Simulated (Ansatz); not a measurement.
# NaGeF3 (model cell, started as cubic perovskite with Ge in the octahedra): phonons and vibrational spectra, part 2 of 3

Aim: the vibrations of NaGeF3 (model cell, started as cubic perovskite with Ge in the octahedra), their spectra, and whether the structure is stable.

Ansatz 0.2.0; DFT PBEsol, scalar-relativistic, plane waves, PAW; PAW set soft_1.

So far. Step 3 (Relaxing to small forces for the phonons, k-mesh 8×8×8): The forces vanish by symmetry and the pressure is -0.006 GPa, within the tolerances set. The cell now holds 16.36 Å³/atom. The relaxed cell has a = 4.341 Å (conventional setting).

The structure was built from a prototype and need not be the compound's stable phase.

### Step 4. A first phonon run

The phonons are first tried on the mesh that the gap suggested.

Contents of input.yaml:

```yaml
crystal:
  lattice:
    - [4.3407137908, 0.0, 0.0]
    - [0.0, 4.3407137908, 0.0]
    - [0.0, 0.0, 4.3407137908]
  atoms:
    - { symbol: Na, position: [0.0, 0.0, 0.0] }
    - { symbol: Ge, position: [0.5, 0.5, 0.5] }
    - { symbol: F, position: [0.5, 0.5, 0.0] }
    - { symbol: F, position: [0.5, 0.0, 0.5] }
    - { symbol: F, position: [0.0, 0.5, 0.5] }
kpoints:
  mp_grid: { grid: [8, 8, 8] }
hamiltonian:
  xc: pbesol
  pseudopotentials: { kind: paw, azcp: { folder: soft_1 }, xc_functional: pbe }
scf:
  occupations: { method: fixed }
output:
  eigenvalues: true
phonons:
  method: dfpt
  dielectric: true
  rigid_motions: translations
```

The run is started by

```bash
$ ansatz run input.yaml --threads 8 --pin off --max-ram 16384MiB --backend cpu --events-out ev --progress --plain --runs-dir out
```

Numbers of over 12 decimals in the logs are rounded to 6 here.

What it wrote:

```text
[...]
Crystal: 5 atoms, lattice volume = 81.787 Å³
Basis set: ecut = 420 eV, 1575 PW (Γ), exchange–correlation on 60×60×60 points (8 copies of the dense FFT grid, shifted against one another)
Bands: 27, of which v1, the nominal top of the filled ones, is band 22 counted from 1 (21 counted from 0)
Symmetry: 48 space group operations
k-points: 170 of 512 (irreducible under 2 space group operations, time reversal used)
[...]
optical modes at Γ + LO–TO along q̂ = [1.0000, 0.0000, 0.0000]:
      ω (cm⁻¹)  modes    IR ((D/Å)²/amu)
[...]
optical modes at Γ + LO–TO along q̂ = [0.0000, 1.0000, 0.0000]:
      ω (cm⁻¹)  modes    IR ((D/Å)²/amu)
[...]
optical modes at Γ + LO–TO along q̂ = [0.0000, 0.0000, 1.0000]:
      ω (cm⁻¹)  modes    IR ((D/Å)²/amu)
[...]
-56.98      3             0.0000
        116.39      1             0.3301
        144.74      2             5.1530
        391.46      1            25.5486
[key lines of the parts left out:]
SCF converged after 13 iterations
Free energy (F): -8133.000008 eV
Fermi energy:    5.382872 eV
```

Elapsed: 46 s, on 8 threads of Arm Neoverse V1, shared host; peak memory 1.7 GiB; 5.5 min of CPU time.

This step gave:

- sum-rule residual before enforcement: 3.05e-4 eV/Å²
- miss of the charge sum rule: 0.001916 e
- estimated error of the dielectric tensor: 0.01107
- estimated error of the Born charges: 0.02189 e
- point group: m-3m
- highest optical mode at the zone centre (no LO-TO term): 144.7 cm⁻¹
- lowest optical zone-centre mode: -237.9 cm⁻¹
- mean high-frequency dielectric constant: 3.661
- largest Born charge (third of the trace): 3.677 e
- top of the zone-centre spectrum with the field: 391.5 cm⁻¹

The highest optical mode at Γ without the field comes at 144.7 cm⁻¹, but the log warns of the mesh: “the force constants stand on the 8×8×8 k-mesh, whose period is 12.68 times the interband length at k = (-0.5000, -0.5000, -0.5000), direct gap 1.787 eV, under 14: take them and everything formed from them as unconverged”.

### Step 5. Tight relaxation, k-mesh 12×12×12

The k mesh is raised to 12×12×12 since a zone-centre run on the first mesh warned that it was too coarse for the force constants, and the cell is relaxed again on it.

input.yaml, the sections that differ from step 4:

```yaml
kpoints:
  mp_grid: { grid: [12, 12, 12] }
output:
  forces: true
  stress: true
  eigenvalues: true
  write_density: true
  write_potential: true
  elf: true
  volumetric_format: npy
relax:
  adjacent_minimum: "off"
  f_tol: 0.001
  max_steps: 60
  cell: { stress_tol: 0.01 }
# crystal, hamiltonian, scf: as in step 4
# phonons: removed
```

What it wrote:

```text
[...]
Crystal: 5 atoms, lattice volume = 81.787 Å³
Basis set: ecut = 420 eV, 1575 PW (Γ), exchange–correlation on 60×60×60 points (8 copies of the dense FFT grid, shifted against one another)
Bands: 27, of which v1, the nominal top of the filled ones, is band 22 counted from 1 (21 counted from 0)
Symmetry: 48 space group operations
[...]
k-points: 84 of 1728
[...]
--- Relaxed structure (1 steps of the walk, 1 accepted, 1 SCFs on fresh bases) ---
[...]
cell:  # Å, volume = 81.7868 Å³
    - [4.3407137908, 0.0, 0.0]
    - [0.0, 4.3407137908, 0.0]
    - [0.0, 0.0, 4.3407137908]
  atoms:
    - { symbol: Na, position: [0.0, 0.0, 0.0] }
    - { symbol: Ge, position: [0.5, 0.5, 0.5] }
    - { symbol: F, position: [0.5, 0.5, 0.0] }
    - { symbol: F, position: [0.5, 0.0, 0.5] }
    - { symbol: F, position: [0.0, 0.5, 0.5] }
[key lines of the parts left out:]
SCF converged after 9 iterations
Free energy (F): -8133.000186 eV
Fermi energy:    5.382686 eV
P = ⅓ Tr σ = -0.0097 GPa (-0.097 kbar)
```

Wall time 4.1 s (8 threads); peak memory 0.54 GiB; 29 s of CPU time.

Little changed from the start: no atom moved by 0.005 Å and no cell edge by 0.1 %.

This step gave:

- pressure: -0.009688 GPa
- direct gap on mesh: 1.788 eV

The forces vanish by symmetry and the pressure is -0.010 GPa, within the tolerances set. The cell now holds 16.36 Å³/atom.

### Step 6. Modes at Γ

The zone centre comes first: it holds the modes that light can see, as far as symmetry allows. The response to a homogeneous field gives the Born charges and the dielectric tensor.

input.yaml, the sections that differ from step 5:

```yaml
output:
  eigenvalues: true
phonons:
  method: dfpt
  dielectric: true
  rigid_motions: translations
# crystal, kpoints, hamiltonian, scf: as in step 5
# relax: removed
```

What it wrote:

```text
[...]
Crystal: 5 atoms, lattice volume = 81.787 Å³
Basis set: ecut = 420 eV, 1575 PW (Γ), exchange–correlation on 60×60×60 points (8 copies of the dense FFT grid, shifted against one another)
Bands: 27, of which v1, the nominal top of the filled ones, is band 22 counted from 1 (21 counted from 0)
Symmetry: 48 space group operations
k-points: 518 of 1728 (irreducible under 2 space group operations, time reversal used)
[...]
SCF iter   1: F=—  HF=-8137.935807 eV  |F-HF|=—  |Δ(HF+E_count)|=         —  Δρ=1.54e-1  dr2=1.50e1  ethr=3.10e-3  ⟨swp⟩=4.3  Hψ=48362  notcnv=0  defer=1340
[...]
SCF iter  13: F=-8133.000186 eV  HF=-8133.000186 eV  |F-HF|=1.18e-11  |Δ(HF+E_count)|=  7.28e-11  Δρ=1.21e-7  dr2=1.04e-11  ethr=1.00e-12  ⟨swp⟩=6.0  Hψ=60295  notcnv=0
SCF 1 converged in 13 iterations: F = -8133.000186 eV  dr2 = 1.04e-11
[...]
Bands: 23, of which v1, the nominal top of the filled ones, is band 22 counted from 1 (21 counted from 0)
k-points: 56 of 1728
[...]
Eigensolver: Dense (56 Hₖ)
SCF iter   1: F=—  HF=-8132.991007 eV  |F-HF|=—  |Δ(HF+E_count)|=         —  Δρ=3.13e-4  dr2=1.68e-5  ethr=1.00e-1
[...]
SCF iter   4: F=-8132.991004 eV  HF=-8132.991004 eV  |F-HF|=4.26e-9  |Δ(HF+E_count)|=   4.15e-8  Δρ=2.88e-6  dr2=6.75e-9  ethr=1.73e-9
SCF 1 converged in 4 iterations: F = -8132.991004 eV  dr2 = 6.75e-9
[...]
SCF converged after 13 iterations
Free energy (F): -8133.000186 eV
[...]
Internal energy: -8133.000186 eV  (E = F + TS)
E sigma→0 (E₀):  -8133.000186 eV
Fermi energy:    5.382689 eV
[...]
--- Band table (eV; the first three rows and the last of 518) ---
  k-point 0: bands = [... 18 lower, -0.1877, -0.1804, -0.1804, -0.1804, 6.6862, 10.8569, 10.8569, 10.8569, ... 1 higher]
  k-point 1: bands = [... 18 lower, -0.1881, -0.1832, -0.1832, -0.0331, 6.7476, 10.6239, 10.8443, 10.8443, ... 1 higher]
  k-point 2: bands = [... 18 lower, -0.2087, -0.1828, -0.1828, 0.4220, 6.9141, 10.1209, 10.8094, 10.8094, ... 1 higher]
  k-point 517: bands = [... 18 lower, 0.2439, 0.2439, 0.2439, 5.3827, 7.1702, 7.1702, 7.1702, 9.2882, ... 1 higher]
[...]
ASR residual: 2.862e-4 → 0.000e0 eV/Å²; symmetrization residual: 4.509e-6 eV/Å²
  ASR residual per site (eV/Å²): 2.86e-4 4.23e-5 4.57e-5 4.57e-5 4.57e-5
[...]
ε∞ (high-frequency dielectric tensor):
        3.662145    -0.000000    -0.000000
       -0.000000     3.662145     0.000000
       -0.000000     0.000000     3.662145
[...]
Born effective charges Z* (e; rows j = field, columns β = displacement):
    site 0:
         1.22032    0.00000   -0.00000
        -0.00000    1.22032    0.00000
         0.00000    0.00000    1.22032
    site 1:
         3.67703   -0.00000    0.00000
        -0.00000    3.67703    0.00000
         0.00000    0.00000    3.67703
    site 2:
        -0.41609   -0.00000   -0.00000
         0.00000   -0.41609    0.00000
         0.00000    0.00000   -4.06516
    site 3:
        -0.41609    0.00000   -0.00000
        -0.00000   -4.06516    0.00000
         0.00000    0.00000   -0.41609
    site 4:
        -4.06516    0.00000   -0.00000
        -0.00000   -0.41609    0.00000
        -0.00000    0.00000   -0.41609
  Z* charge neutrality: 1.338e-3 e pre-enforcement
[...]
optical modes at Γ without the LO–TO term, one row a degenerate level:
      ω (cm⁻¹)  modes    IR ((D/Å)²/amu)
       -237.60      3            52.1751
       -112.74      3            18.9379
        -56.76      3             0.0000
        144.86      3             7.7196
  optical modes at Γ + LO–TO along q̂ = [1.0000, 0.0000, 0.0000]:
      ω (cm⁻¹)  modes    IR ((D/Å)²/amu)
       -237.60      2            34.7834
       -167.01      1             0.3961
       -112.74      2            12.6253
        -56.76      3             0.0000
        116.57      1             0.3303
        144.86      2             5.1464
        391.46      1            25.5511
  optical modes at Γ + LO–TO along q̂ = [0.0000, 1.0000, 0.0000]:
      ω (cm⁻¹)  modes    IR ((D/Å)²/amu)
       -237.60      2            34.7834
       -167.01      1             0.3961
       -112.74      2            12.6253
        -56.76      3             0.0000
        116.57      1             0.3303
        144.86      2             5.1464
        391.46      1            25.5511
  optical modes at Γ + LO–TO along q̂ = [0.0000, 0.0000, 1.0000]:
      ω (cm⁻¹)  modes    IR ((D/Å)²/amu)
       -237.60      2            34.7834
       -167.01      1             0.3961
       -112.74      2            12.6253
        -56.76      3             0.0000
        116.57      1             0.3303
        144.86      2             5.1464
        391.46      1            25.5511
```

The job ended after 1.9 min (8 threads; peak memory 4.3 GiB; 14 min of CPU time).

Reading the cycles: dr2 is the Hartree energy of the density residual (eV), the measure of convergence; HF is the Harris–Foulkes estimate of the energy, which meets the free energy F at convergence.

This step gave:

| Item | Value |
| --- | --- |
| sum-rule residual before enforcement | 2.86e-4 eV/Å² |
| miss of the charge sum rule | 0.001338 e |
| estimated error of the dielectric tensor | 0.009423 |
| estimated error of the Born charges | 0.02052 e |
| highest optical mode at the zone centre (no LO-TO term) | 144.9 cm⁻¹ |
| lowest optical zone-centre mode | -237.6 cm⁻¹ |
| mean high-frequency dielectric constant | 3.662 |

Without the LO-TO term. Patterns of degenerate modes are one choice out of their space. Modes at Γ, with each element's share of the kinetic energy (negative means imaginary):

| mode | frequency (cm⁻¹) | symmetry | Na % | Ge % | F % |
| --- | --- | --- | --- | --- | --- |
| 1 | -237.6 | T1u | 0 | 5 | 95 |
| 2 | -237.6 | T1u | 0 | 5 | 95 |
| 3 | -237.6 | T1u | 0 | 5 | 95 |
| 4 | -112.7 | T1u | 69 | 0 | 31 |
| 5 | -112.7 | T1u | 69 | 0 | 31 |
| 6 | -112.7 | T1u | 69 | 0 | 31 |
| 7 | -56.8 | T2u | 0 | 0 | 100 |
| 8 | -56.8 | T2u | 0 | 0 | 100 |
| 9 | -56.8 | T2u | 0 | 0 | 100 |
| 10 | 0.0 | acoustic | 15 | 48 | 37 |
| 11 | 0.0 | acoustic | 15 | 48 | 37 |
| 12 | 0.0 | acoustic | 15 | 48 | 37 |
| 13 | 144.9 | T1u | 15 | 47 | 37 |
| 14 | 144.9 | T1u | 15 | 47 | 37 |
| 15 | 144.9 | T1u | 15 | 47 | 37 |

Displacements in mode 2 (-237.6 cm⁻¹), the largest set to 1:
```
Na1  0.06  0.00  0.00
Ge2 -0.13  0.00  0.00
F3  -0.29  0.00  0.00
F4  -0.29  0.00  0.00
F5   1.00  0.00  0.00
```

Displacements in mode 7 (-56.8 cm⁻¹), the largest set to 1:
```
Na1  0.00  0.00  0.00
Ge2  0.00  0.00  0.00
F3   0.15 -0.25  0.00
F4  -0.15  0.00 -1.00
F5   0.00  0.25  1.00
```

Optical modes at the zone centre, without and with the macroscopic field of the longitudinal modes; each column is sorted by frequency, so a row need not hold one and the same mode. Modes with and without the field, by row:

| rank among optical modes | no field (cm⁻¹) | q along (1, 0, 0) (cm⁻¹) |
| --- | --- | --- |
| 1 | -237.6 | -237.6 |
| 2 | -237.6 | -237.6 |
| 3 | -237.6 | -167 |
| 4 | -112.7 | -112.7 |
| 5 | -112.7 | -112.7 |
| 6 | -112.7 | -56.8 |
| 7 | -56.8 | -56.8 |
| 8 | -56.8 | -56.8 |
| 9 | -56.8 | 116.6 |
| 10 | 144.9 | 144.9 |
| 11 | 144.9 | 144.9 |
| 12 | 144.9 | 391.5 |

Born charge (rows field, columns displacement) (e), principal values of the symmetric part by kind of site:

| atom | atoms with these values | low | middle | high | mean |
| --- | --- | --- | --- | --- | --- |
| Na1 | 1 | 1.22 | 1.22 | 1.22 | 1.22 |
| Ge2 | 1 | 3.68 | 3.68 | 3.68 | 3.68 |
| F3 | 3 | -4.07 | -0.42 | -0.42 | -1.63 |

In full for Na1:

```
1.22 0.00 0.00
0.00 1.22 0.00
0.00 0.00 1.22
```

High-frequency dielectric tensor:

```
3.66 0.00 0.00
0.00 3.66 0.00
0.00 0.00 3.66
```

Transverse modes; imaginary modes are left out. Infrared lines, with heights relative to the strongest:

| position (cm⁻¹) | label | relative intensity |
| --- | --- | --- |
| 145 | T1u | 100 |

Before it was imposed, the acoustic sum rule was missed by 2.9e-4 eV/Å² and the charge sum rule by 0.0013 e. Small misses are needed for a sound result but don't prove that mesh and cutoff are converged. Against the first mesh the highest mode moved by +0.1 cm⁻¹. The lowest optical mode is imaginary, 237.6i cm⁻¹, so the energy falls along it.

[end of part 2 of 3]

[Logs are printed without paths, hosts, clocks, repeated set-up lines and the standing remarks that a program may print on its own settings, such as how far it seeks lower states.]

[Hosts, paths, dates, database ids (printed as entryN), source tags and the programs' standing remarks are cut or masked in the printed files.]
